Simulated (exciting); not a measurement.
# Core excitons at the Sr L₃ edge of SrCl2

How far do the exchange and direct terms reshape the Sr L₃ edge of SrCl2?

Program: exciting sodium. Level of theory: X-ray absorption, core-level Bethe-Salpeter equation, exchange and statically screened direct term, Tamm-Dancoff, all-electron LAPW+lo PBE. Results are calculated unless marked as measured.

Report form: the programs' logs are mostly left out.

## 1. Set-up

It takes space group Fm-3m (No. 225, cubic). The conventional cell has a = 6.977 Å, b = 6.977 Å, c = 6.977 Å, α = 90.00°, β = 90.00°, γ = 90.00°. Nearest to Sr lie 8 Cl at 3.02 Å. Nearest to Cl lie 4 Sr at 3.02 Å. Farther neighbours and most contacts between anions are not listed.

As a file:

```cif
data_structure
_symmetry_space_group_name_H-M 'Fm-3m'
_symmetry_Int_Tables_number 225
_cell_length_a 6.9767
_cell_length_b 6.9767
_cell_length_c 6.9767
_cell_angle_alpha 90.000
_cell_angle_beta 90.000
_cell_angle_gamma 90.000
_cell_volume 339.59
loop_
_atom_site_label
_atom_site_type_symbol
_atom_site_symmetry_multiplicity
_atom_site_Wyckoff_symbol
_atom_site_fract_x
_atom_site_fract_y
_atom_site_fract_z
_atom_site_occupancy
Sr1 Sr 4 a 0.00000 0.00000 0.00000 1
Cl1 Cl 8 c 0.25000 0.25000 0.75000 1
```

Differences between curves are given as r.m.s. difference over r.m.s. height.

## 2. The self-consistent potential

The species files are the program's own, with muffin-tin radii set in the input.

The input, input.xml:

```
<input>
  <title>SrCl2</title>
  <structure speciespath="." autormt="false" epslat="1.0e-5">
    <crystal>
      <basevect>0.0000000000 6.5920261256 6.5920261256</basevect>
      <basevect>6.5920261256 0.0000000000 6.5920261256</basevect>
      <basevect>6.5920261256 6.5920261256 0.0000000000</basevect>
    </crystal>
    <species speciesfile="Sr.xml" rmt="2.464">
      <atom coord="0.0000000000 0.0000000000 0.0000000000"/>
    </species>
    <species speciesfile="Cl.xml" rmt="2.300">
      <atom coord="0.7500000000 0.7500000000 0.7500000000"/>
      <atom coord="0.2500000000 0.2500000000 0.2500000000"/>
    </species>
  </structure>
  <groundstate do="fromscratch" xctype="GGA_PBE" ngridk="3 3 3" rgkmax="7" gmaxvr="14" nempty="8" swidth="0.001" maxscl="100" epsengy="1e-5"/>
</input>
```

Launch:

```sh
$ OMP_NUM_THREADS=1 mpirun -n 4 exciting
```

It took 15 s on 4 MPI ranks of Arm Neoverse V2, shared host.

The warnings file holds hints only, no warning.

The mesh shows a gap of 5.60 eV. Core levels (Dirac, from the valence top):

| atom | level | energy (eV) |
| --- | --- | --- |
| Sr | 2s1/2 | -2148.6 |
| Sr | 2p1/2 | -1954.5 |
| Sr | 2p3/2 | -1886.1 |
| Sr | 3s1/2 | -325.4 |
| Sr | 3p1/2 | -254.9 |
| Sr | 3p3/2 | -244.4 |
| Sr | 3d3/2 | -120.8 |
| Sr | 3d5/2 | -118.9 |

## 3. A richer basis for the empty states

Each species file gets more local orbitals, built from u and its energy derivative at 0.15 Ha and u at 0.9 Ha.

input.xml is that of step 2.

The input, SPECIES.xml, added lines:

```
<lo l="L">  <!-- L = 0, 1, 2 -->
  <wf matchingOrder="0" trialEnergy="0.1500" searchE="false"/>
  <wf matchingOrder="1" trialEnergy="0.1500" searchE="false"/>
  <wf matchingOrder="0" trialEnergy="0.9000" searchE="false"/>
</lo>
```

Launch:

```sh
$ OMP_NUM_THREADS=1 mpirun -n 4 exciting
```

Wall time 16 s (4 MPI ranks).

Against the first ground state the total energy moves by -9 meV an atom and the gap by -0.06 eV.

## 4. Screening, kernels and BSE for Sr atom 1

The absorber has 8 Cl at 3.02 Å (cubic, site symmetry m-3m).

Edit input.xml of step 3 so:

```diff
@@ -16,3 +16,19 @@
   </structure>
-  <groundstate do="fromscratch" xctype="GGA_PBE" ngridk="3 3 3" rgkmax="7" gmaxvr="14" nempty="8" swidth="0.001" maxscl="100" epsengy="1e-5"/>
+  <groundstate do="skip" xctype="GGA_PBE" ngridk="3 3 3" rgkmax="7" gmaxvr="14" nempty="8" swidth="0.001" maxscl="100" epsengy="1e-5"/>
+  <xs xstype="BSE" ngridk="3 3 3" ngridq="3 3 3" vkloff="0.097 0.273 0.493" rgkmax="7" nempty="39" gqmax="3" lmaxapwwf="5" lmaxemat="3" broad="0.02536" tevout="true">
+    <energywindow intv="69.077 70.694" points="439"/>
+    <screening screentype="full" nempty="63"/>
+    <BSE xas="true" xasspecies="1" xasatom="1" xasedge="L3" bsetype="singlet" nstlxas="1 35"/>
+    <qpointset>
+      <qpoint>0 0 0</qpoint>
+    </qpointset>
+    <plan>
+      <doonly task="xsgeneigvec"/>
+      <doonly task="writepmatxs"/>
+      <doonly task="scrgeneigvec"/>
+      <doonly task="scrwritepmat"/>
+      <doonly task="screen"/>
+      <doonly task="scrcoulint"/>
+    </plan>
+  </xs>
 </input>
```

The input, input.xml for the exchange start (cutoff and plan only):

```
  gqmax="2"
  <plan>
    <doonly task="exccoulint"/>
  </plan>
```

The input, input.xml for the last start (plan only):

```
  <plan>
    <doonly task="bse"/>
  </plan>
```

Launch:

```sh
$ OMP_NUM_THREADS=1 mpirun -n 4 exciting
$ OMP_NUM_THREADS=1 mpirun -n 4 exciting
$ OMP_NUM_THREADS=4 exciting
```

Run time: 6.1 min. Hardware: 4 MPI ranks.

Wall time by task: xsgeneigvec 3.6 s, writepmatxs 4.4 s, scrgeneigvec 2.4 s, scrwritepmat 2.4 s, screen 17 s, scrcoulint 75 s, exccoulint 3.8 min, bse 30 s.

The Sr L₃ spectrum of Sr atom 1 (energy from the Kohn–Sham onset, core level to the lowest empty state found on the meshes used, 1891.67 eV; the ground-state mesh sets it, and the shifted mesh has its lowest transition 0.26 eV above it; Im ε scaled to the maximum of the singlet run; cut below the end of the band set):

| E (eV) | Im ε |
| --- | --- |
| -8.5 | 0.02 |
| -8.0 | 0.03 |
| -7.5 | 0.04 |
| -7.0 | 0.05 |
| -6.5 | 0.06 |
| -6.0 | 0.09 |
| -5.5 | 0.13 |
| -5.0 | 0.21 |
| -4.5 | 0.39 |
| -4.0 | 0.71 |
| -3.5 | 0.91 |
| -3.0 | 0.98 |
| -2.5 | 0.63 |
| -2.0 | 0.33 |
| -1.5 | 0.20 |
| -1.0 | 0.14 |
| -0.5 | 0.10 |
| 0.0 | 0.09 |
| 0.5 | 0.08 |
| 1.0 | 0.08 |
| 1.5 | 0.07 |
| 2.0 | 0.07 |
| 2.5 | 0.07 |
| 3.0 | 0.08 |
| 3.5 | 0.09 |
| 4.0 | 0.09 |
| 4.5 | 0.10 |
| 5.0 | 0.10 |
| 5.5 | 0.09 |
| 6.0 | 0.09 |
| 6.5 | 0.08 |
| 7.0 | 0.07 |
| 7.5 | 0.08 |
| 8.0 | 0.09 |
| 8.5 | 0.09 |
| 9.0 | 0.09 |
| 9.5 | 0.07 |
| 10.0 | 0.06 |
| 10.5 | 0.06 |
| 11.0 | 0.06 |
| 11.5 | 0.06 |
| 12.0 | 0.06 |
| 12.5 | 0.07 |
| 13.0 | 0.09 |
| 13.5 | 0.12 |
| 14.0 | 0.11 |
| 14.5 | 0.09 |
| 15.0 | 0.07 |
| 15.5 | 0.06 |
| 16.0 | 0.05 |
| 16.5 | 0.06 |
| 17.0 | 0.06 |
| 17.5 | 0.05 |
| 18.0 | 0.05 |
| 18.5 | 0.05 |
| 19.0 | 0.06 |

Maxima (height): -3.1 eV (1.00) and 13.7 eV (0.12).

The Hamiltonian has 3780 rows. The lowest groups of eigenvalues and the brightest ones, on the scale above (the program counts from the shifted mesh's onset, 0.26 eV higher). Core spinors bring spin-forbidden partners, so dark means forbidden by spin or by symmetry, and the shifted mesh splits states that symmetry would keep together:

| energy (eV) | states within 10 meV | relative strength |
| --- | --- | --- |
| -3.834 | 2 | 0.65 |
| -3.821 | 4 | 0.71 |
| -3.807 | 2 | 0.0026 |
| -3.008 | 2 | 1.00 |
| -2.995 | 6 | 0.95 |
| -2.977 | 4 | 0.24 |
| -1.279 | 4 | 0.044 |
| 8.080 | 4 | 0.028 |

## 5. Independent particles

Edit input.xml of step 4 so:

```diff
@@ -20,3 +20,3 @@
     <screening screentype="full" nempty="63"/>
-    <BSE xas="true" xasspecies="1" xasatom="1" xasedge="L3" bsetype="singlet" nstlxas="1 35"/>
+    <BSE xas="true" xasspecies="1" xasatom="1" xasedge="L3" bsetype="IP" nstlxas="1 35"/>
     <qpointset>
@@ -25,8 +25,3 @@
     <plan>
-      <doonly task="xsgeneigvec"/>
-      <doonly task="writepmatxs"/>
-      <doonly task="scrgeneigvec"/>
-      <doonly task="scrwritepmat"/>
-      <doonly task="screen"/>
-      <doonly task="scrcoulint"/>
+      <doonly task="bse"/>
     </plan>
```

Launch:

```sh
$ OMP_NUM_THREADS=4 exciting
```

Run time: 1.5 s. Hardware: 4 threads.

Maxima (height): 2.6 eV (0.46), 8.3 eV (0.20), 10.5 eV (0.14) and 15.6 eV (0.19). The spectrum differs from the singlet run by 106 % r.m.s. Moving the earlier curve by +5.8 eV leaves 48 %. The highest maximum lies at 2.6 eV (0.46), against -3.1 eV (1.00).

## 6. Exchange alone

Edit input.xml of step 5 so:

```diff
@@ -20,3 +20,3 @@
     <screening screentype="full" nempty="63"/>
-    <BSE xas="true" xasspecies="1" xasatom="1" xasedge="L3" bsetype="IP" nstlxas="1 35"/>
+    <BSE xas="true" xasspecies="1" xasatom="1" xasedge="L3" bsetype="RPA" nstlxas="1 35"/>
     <qpointset>
```

Launch:

```sh
$ OMP_NUM_THREADS=4 exciting
```

Elapsed: 34 s, on 4 threads.

Maxima (height): 2.6 eV (0.46), 8.3 eV (0.20), 10.5 eV (0.14) and 15.6 eV (0.19). The spectrum is that of the independent-particle run within 1 %.

## 7. Direct term alone

Edit input.xml of step 6 so:

```diff
@@ -20,3 +20,3 @@
     <screening screentype="full" nempty="63"/>
-    <BSE xas="true" xasspecies="1" xasatom="1" xasedge="L3" bsetype="RPA" nstlxas="1 35"/>
+    <BSE xas="true" xasspecies="1" xasatom="1" xasedge="L3" bsetype="triplet" nstlxas="1 35"/>
     <qpointset>
```

Launch:

```sh
$ OMP_NUM_THREADS=4 exciting
```

Wall time 36 s (4 threads).

Maxima (height): -3.1 eV (1.00) and 13.7 eV (0.12). The spectrum is that of the singlet run within 1 %.

## 8. Local-field cutoff

Changed against the first singlet run: cutoff of the screened term (bohr⁻¹) from 3 to 4.

Edit input.xml of step 7 so:

```diff
@@ -17,6 +17,6 @@
   <groundstate do="skip" xctype="GGA_PBE" ngridk="3 3 3" rgkmax="7" gmaxvr="14" nempty="8" swidth="0.001" maxscl="100" epsengy="1e-5"/>
-  <xs xstype="BSE" ngridk="3 3 3" ngridq="3 3 3" vkloff="0.097 0.273 0.493" rgkmax="7" nempty="39" gqmax="3" lmaxapwwf="5" lmaxemat="3" broad="0.02536" tevout="true">
+  <xs xstype="BSE" ngridk="3 3 3" ngridq="3 3 3" vkloff="0.097 0.273 0.493" rgkmax="7" nempty="39" gqmax="4" lmaxapwwf="5" lmaxemat="3" broad="0.02536" tevout="true">
     <energywindow intv="69.077 70.694" points="439"/>
     <screening screentype="full" nempty="63"/>
-    <BSE xas="true" xasspecies="1" xasatom="1" xasedge="L3" bsetype="triplet" nstlxas="1 35"/>
+    <BSE xas="true" xasspecies="1" xasatom="1" xasedge="L3" bsetype="singlet" nstlxas="1 35"/>
     <qpointset>
@@ -25,3 +25,5 @@
     <plan>
-      <doonly task="bse"/>
+      <doonly task="xsgeneigvec"/>
+      <doonly task="screen"/>
+      <doonly task="scrcoulint"/>
     </plan>
```

The input, input.xml for the exchange start (cutoff and plan only):

```
  gqmax="2"
  <plan>
    <doonly task="exccoulint"/>
  </plan>
```

The input, input.xml for the last start (plan only):

```
  <plan>
    <doonly task="bse"/>
  </plan>
```

Launch:

```sh
$ OMP_NUM_THREADS=1 mpirun -n 4 exciting
$ OMP_NUM_THREADS=1 mpirun -n 4 exciting
$ OMP_NUM_THREADS=4 exciting
```

It took 7.3 min on 4 MPI ranks.

The spectrum differs from the singlet run by 7 % r.m.s. The first bright state moves from -3.83 to -3.92 eV. The kernels miss the short-range part of the Coulomb interaction, its components above their cutoff.

| E (eV) | first run | this run |
| --- | --- | --- |
| -8.0 | 0.03 | 0.03 |
| -7.0 | 0.05 | 0.05 |
| -6.0 | 0.09 | 0.09 |
| -5.0 | 0.21 | 0.23 |
| -4.0 | 0.71 | 0.77 |
| -3.0 | 0.98 | 0.95 |
| -2.0 | 0.33 | 0.30 |
| -1.0 | 0.14 | 0.13 |
| 0.0 | 0.09 | 0.09 |
| 1.0 | 0.08 | 0.07 |
| 2.0 | 0.07 | 0.07 |
| 3.0 | 0.08 | 0.08 |
| 4.0 | 0.09 | 0.09 |
| 5.0 | 0.10 | 0.10 |
| 6.0 | 0.09 | 0.08 |
| 7.0 | 0.07 | 0.07 |
| 8.0 | 0.09 | 0.09 |
| 9.0 | 0.09 | 0.08 |
| 10.0 | 0.06 | 0.06 |
| 11.0 | 0.06 | 0.06 |
| 12.0 | 0.06 | 0.06 |
| 13.0 | 0.09 | 0.09 |
| 14.0 | 0.11 | 0.11 |
| 15.0 | 0.07 | 0.07 |
| 16.0 | 0.05 | 0.05 |
| 17.0 | 0.06 | 0.06 |
| 18.0 | 0.05 | 0.05 |
| 19.0 | 0.06 | 0.06 |

## 9. Coarser mesh

Changed against the first singlet run: k mesh from 3×3×3 to 2×2×2.

Edit input.xml of step 8 so:

```diff
@@ -17,3 +17,3 @@
   <groundstate do="skip" xctype="GGA_PBE" ngridk="3 3 3" rgkmax="7" gmaxvr="14" nempty="8" swidth="0.001" maxscl="100" epsengy="1e-5"/>
-  <xs xstype="BSE" ngridk="3 3 3" ngridq="3 3 3" vkloff="0.097 0.273 0.493" rgkmax="7" nempty="39" gqmax="4" lmaxapwwf="5" lmaxemat="3" broad="0.02536" tevout="true">
+  <xs xstype="BSE" ngridk="2 2 2" ngridq="2 2 2" vkloff="0.097 0.273 0.493" rgkmax="7" nempty="39" gqmax="3" lmaxapwwf="5" lmaxemat="3" broad="0.02536" tevout="true">
     <energywindow intv="69.077 70.694" points="439"/>
@@ -26,2 +26,5 @@
       <doonly task="xsgeneigvec"/>
+      <doonly task="writepmatxs"/>
+      <doonly task="scrgeneigvec"/>
+      <doonly task="scrwritepmat"/>
       <doonly task="screen"/>
```

The input, input.xml for the exchange start (cutoff and plan only):

```
  gqmax="2"
  <plan>
    <doonly task="exccoulint"/>
  </plan>
```

The input, input.xml for the last start (plan only):

```
  <plan>
    <doonly task="bse"/>
  </plan>
```

Run time: 99 s. Hardware: 4 MPI ranks.

These settings are cheaper. Against the singlet run the r.m.s. difference is 5 %. The first bright state moves from -3.83 to -3.76 eV. The lowest bare transition of this run lies at 0.59 eV, against 0.26. A coarse mesh samples few band energies, and it inflates the long-range part of the attraction.

| E (eV) | first run | this run |
| --- | --- | --- |
| -8.0 | 0.03 | 0.03 |
| -7.0 | 0.05 | 0.04 |
| -6.0 | 0.09 | 0.08 |
| -5.0 | 0.21 | 0.19 |
| -4.0 | 0.71 | 0.66 |
| -3.0 | 0.98 | 1.00 |
| -2.0 | 0.33 | 0.36 |
| -1.0 | 0.14 | 0.15 |
| 0.0 | 0.09 | 0.10 |
| 1.0 | 0.08 | 0.08 |
| 2.0 | 0.07 | 0.07 |
| 3.0 | 0.08 | 0.08 |
| 4.0 | 0.09 | 0.09 |
| 5.0 | 0.10 | 0.10 |
| 6.0 | 0.09 | 0.08 |
| 7.0 | 0.07 | 0.07 |
| 8.0 | 0.09 | 0.09 |
| 9.0 | 0.09 | 0.09 |
| 10.0 | 0.06 | 0.07 |
| 11.0 | 0.06 | 0.06 |
| 12.0 | 0.06 | 0.06 |
| 13.0 | 0.09 | 0.10 |
| 14.0 | 0.11 | 0.11 |
| 15.0 | 0.07 | 0.06 |
| 16.0 | 0.05 | 0.06 |
| 17.0 | 0.06 | 0.05 |
| 18.0 | 0.05 | 0.05 |
| 19.0 | 0.06 | 0.06 |

## 10. From independent particles to the full kernel

| level | curve passes 0.15 (eV) | highest maximum (eV) | its height |
| --- | --- | --- | --- |
| IP | 0.3 | 2.6 | 0.46 |
| RPA | 0.3 | 2.6 | 0.46 |
| direct only | -5.3 | -3.1 | 1.00 |
| singlet | -5.3 | -3.1 | 1.00 |

| E (eV) | IP | RPA | direct only | singlet |
| --- | --- | --- | --- | --- |
| -8.0 | 0.01 | 0.01 | 0.03 | 0.03 |
| -7.0 | 0.01 | 0.01 | 0.05 | 0.05 |
| -6.0 | 0.01 | 0.01 | 0.09 | 0.09 |
| -5.0 | 0.01 | 0.01 | 0.21 | 0.21 |
| -4.0 | 0.01 | 0.01 | 0.72 | 0.71 |
| -3.0 | 0.02 | 0.02 | 0.98 | 0.98 |
| -2.0 | 0.03 | 0.03 | 0.33 | 0.33 |
| -1.0 | 0.05 | 0.05 | 0.14 | 0.14 |
| 0.0 | 0.11 | 0.11 | 0.09 | 0.09 |
| 1.0 | 0.29 | 0.29 | 0.08 | 0.08 |
| 2.0 | 0.44 | 0.44 | 0.07 | 0.07 |
| 3.0 | 0.44 | 0.44 | 0.08 | 0.08 |
| 4.0 | 0.27 | 0.27 | 0.09 | 0.09 |
| 5.0 | 0.18 | 0.18 | 0.10 | 0.10 |
| 6.0 | 0.15 | 0.15 | 0.09 | 0.09 |
| 7.0 | 0.16 | 0.16 | 0.07 | 0.07 |
| 8.0 | 0.19 | 0.19 | 0.09 | 0.09 |
| 9.0 | 0.16 | 0.16 | 0.09 | 0.09 |
| 10.0 | 0.14 | 0.14 | 0.06 | 0.06 |
| 11.0 | 0.14 | 0.14 | 0.06 | 0.06 |
| 12.0 | 0.11 | 0.11 | 0.06 | 0.06 |
| 13.0 | 0.10 | 0.10 | 0.09 | 0.09 |
| 14.0 | 0.09 | 0.09 | 0.11 | 0.11 |
| 15.0 | 0.16 | 0.16 | 0.07 | 0.07 |
| 16.0 | 0.17 | 0.17 | 0.05 | 0.05 |
| 17.0 | 0.11 | 0.11 | 0.06 | 0.06 |
| 18.0 | 0.11 | 0.11 | 0.05 | 0.05 |
| 19.0 | 0.10 | 0.10 | 0.06 | 0.06 |

## 11. Summary of results

| Item | Value |
| --- | --- |
| absorber and edge | Sr L₃, atom 1 |
| surroundings | 8 Cl at 3.02 Å (cubic, site symmetry m-3m) |
| first bright state | -3.83 eV from the Kohn–Sham onset, on this mesh |
| highest maximum | -3.1 eV |
| cost of the BSE run | 6.1 min on 4 MPI ranks of Arm Neoverse V2, shared host; the last task ran on as many threads |

Is a core exciton bound? Yes on this mesh: the first bright state (over 5 % of the brightest) lies at -3.83 eV from the Kohn–Sham onset and at -4.09 eV from the lowest bare transition of its own mesh. Changing the cutoff of the screened term (bohr⁻¹) from 3 to 4 alters the spectrum by 7 % r.m.s. Exchange alone changes the independent-particle spectrum by 0.1 % r.m.s. Leaving exchange out of the full kernel changes the spectrum by 0.2 % r.m.s. Binding energies aren't converged on 27 k points, and fine structure above the first lines is partly noise of the mesh. The kernel cutoff is low for a compact core orbital, so the effect of exchange is a lower bound. The zero comes from the unshifted 3×3×3 ground-state mesh; it is exact only where the band minimum lies on that mesh. The conduction states carry no spin here, so the exchange coupling to the spinor core hole is only partly held. This core level is treated alone, with no coupling to its spin–orbit partner. The Kohn–Sham onset, 1892 eV, is no photon energy (tabulated edge of the element: 1940 eV): the scale needs a rigid shift. Bands and screening come from semilocal DFT, whose small gap overscreens. Vibrations and energy-dependent lifetimes are left out. The structure is a published determination, not relaxed.

[Logs are printed without paths, hosts, clocks, repeated set-up lines and the standing remarks that a program may print on its own settings, such as how far it seeks lower states.]

[Hosts, paths, dates, database ids (printed as entryN), source tags and the programs' standing remarks are cut or masked in the printed files.]
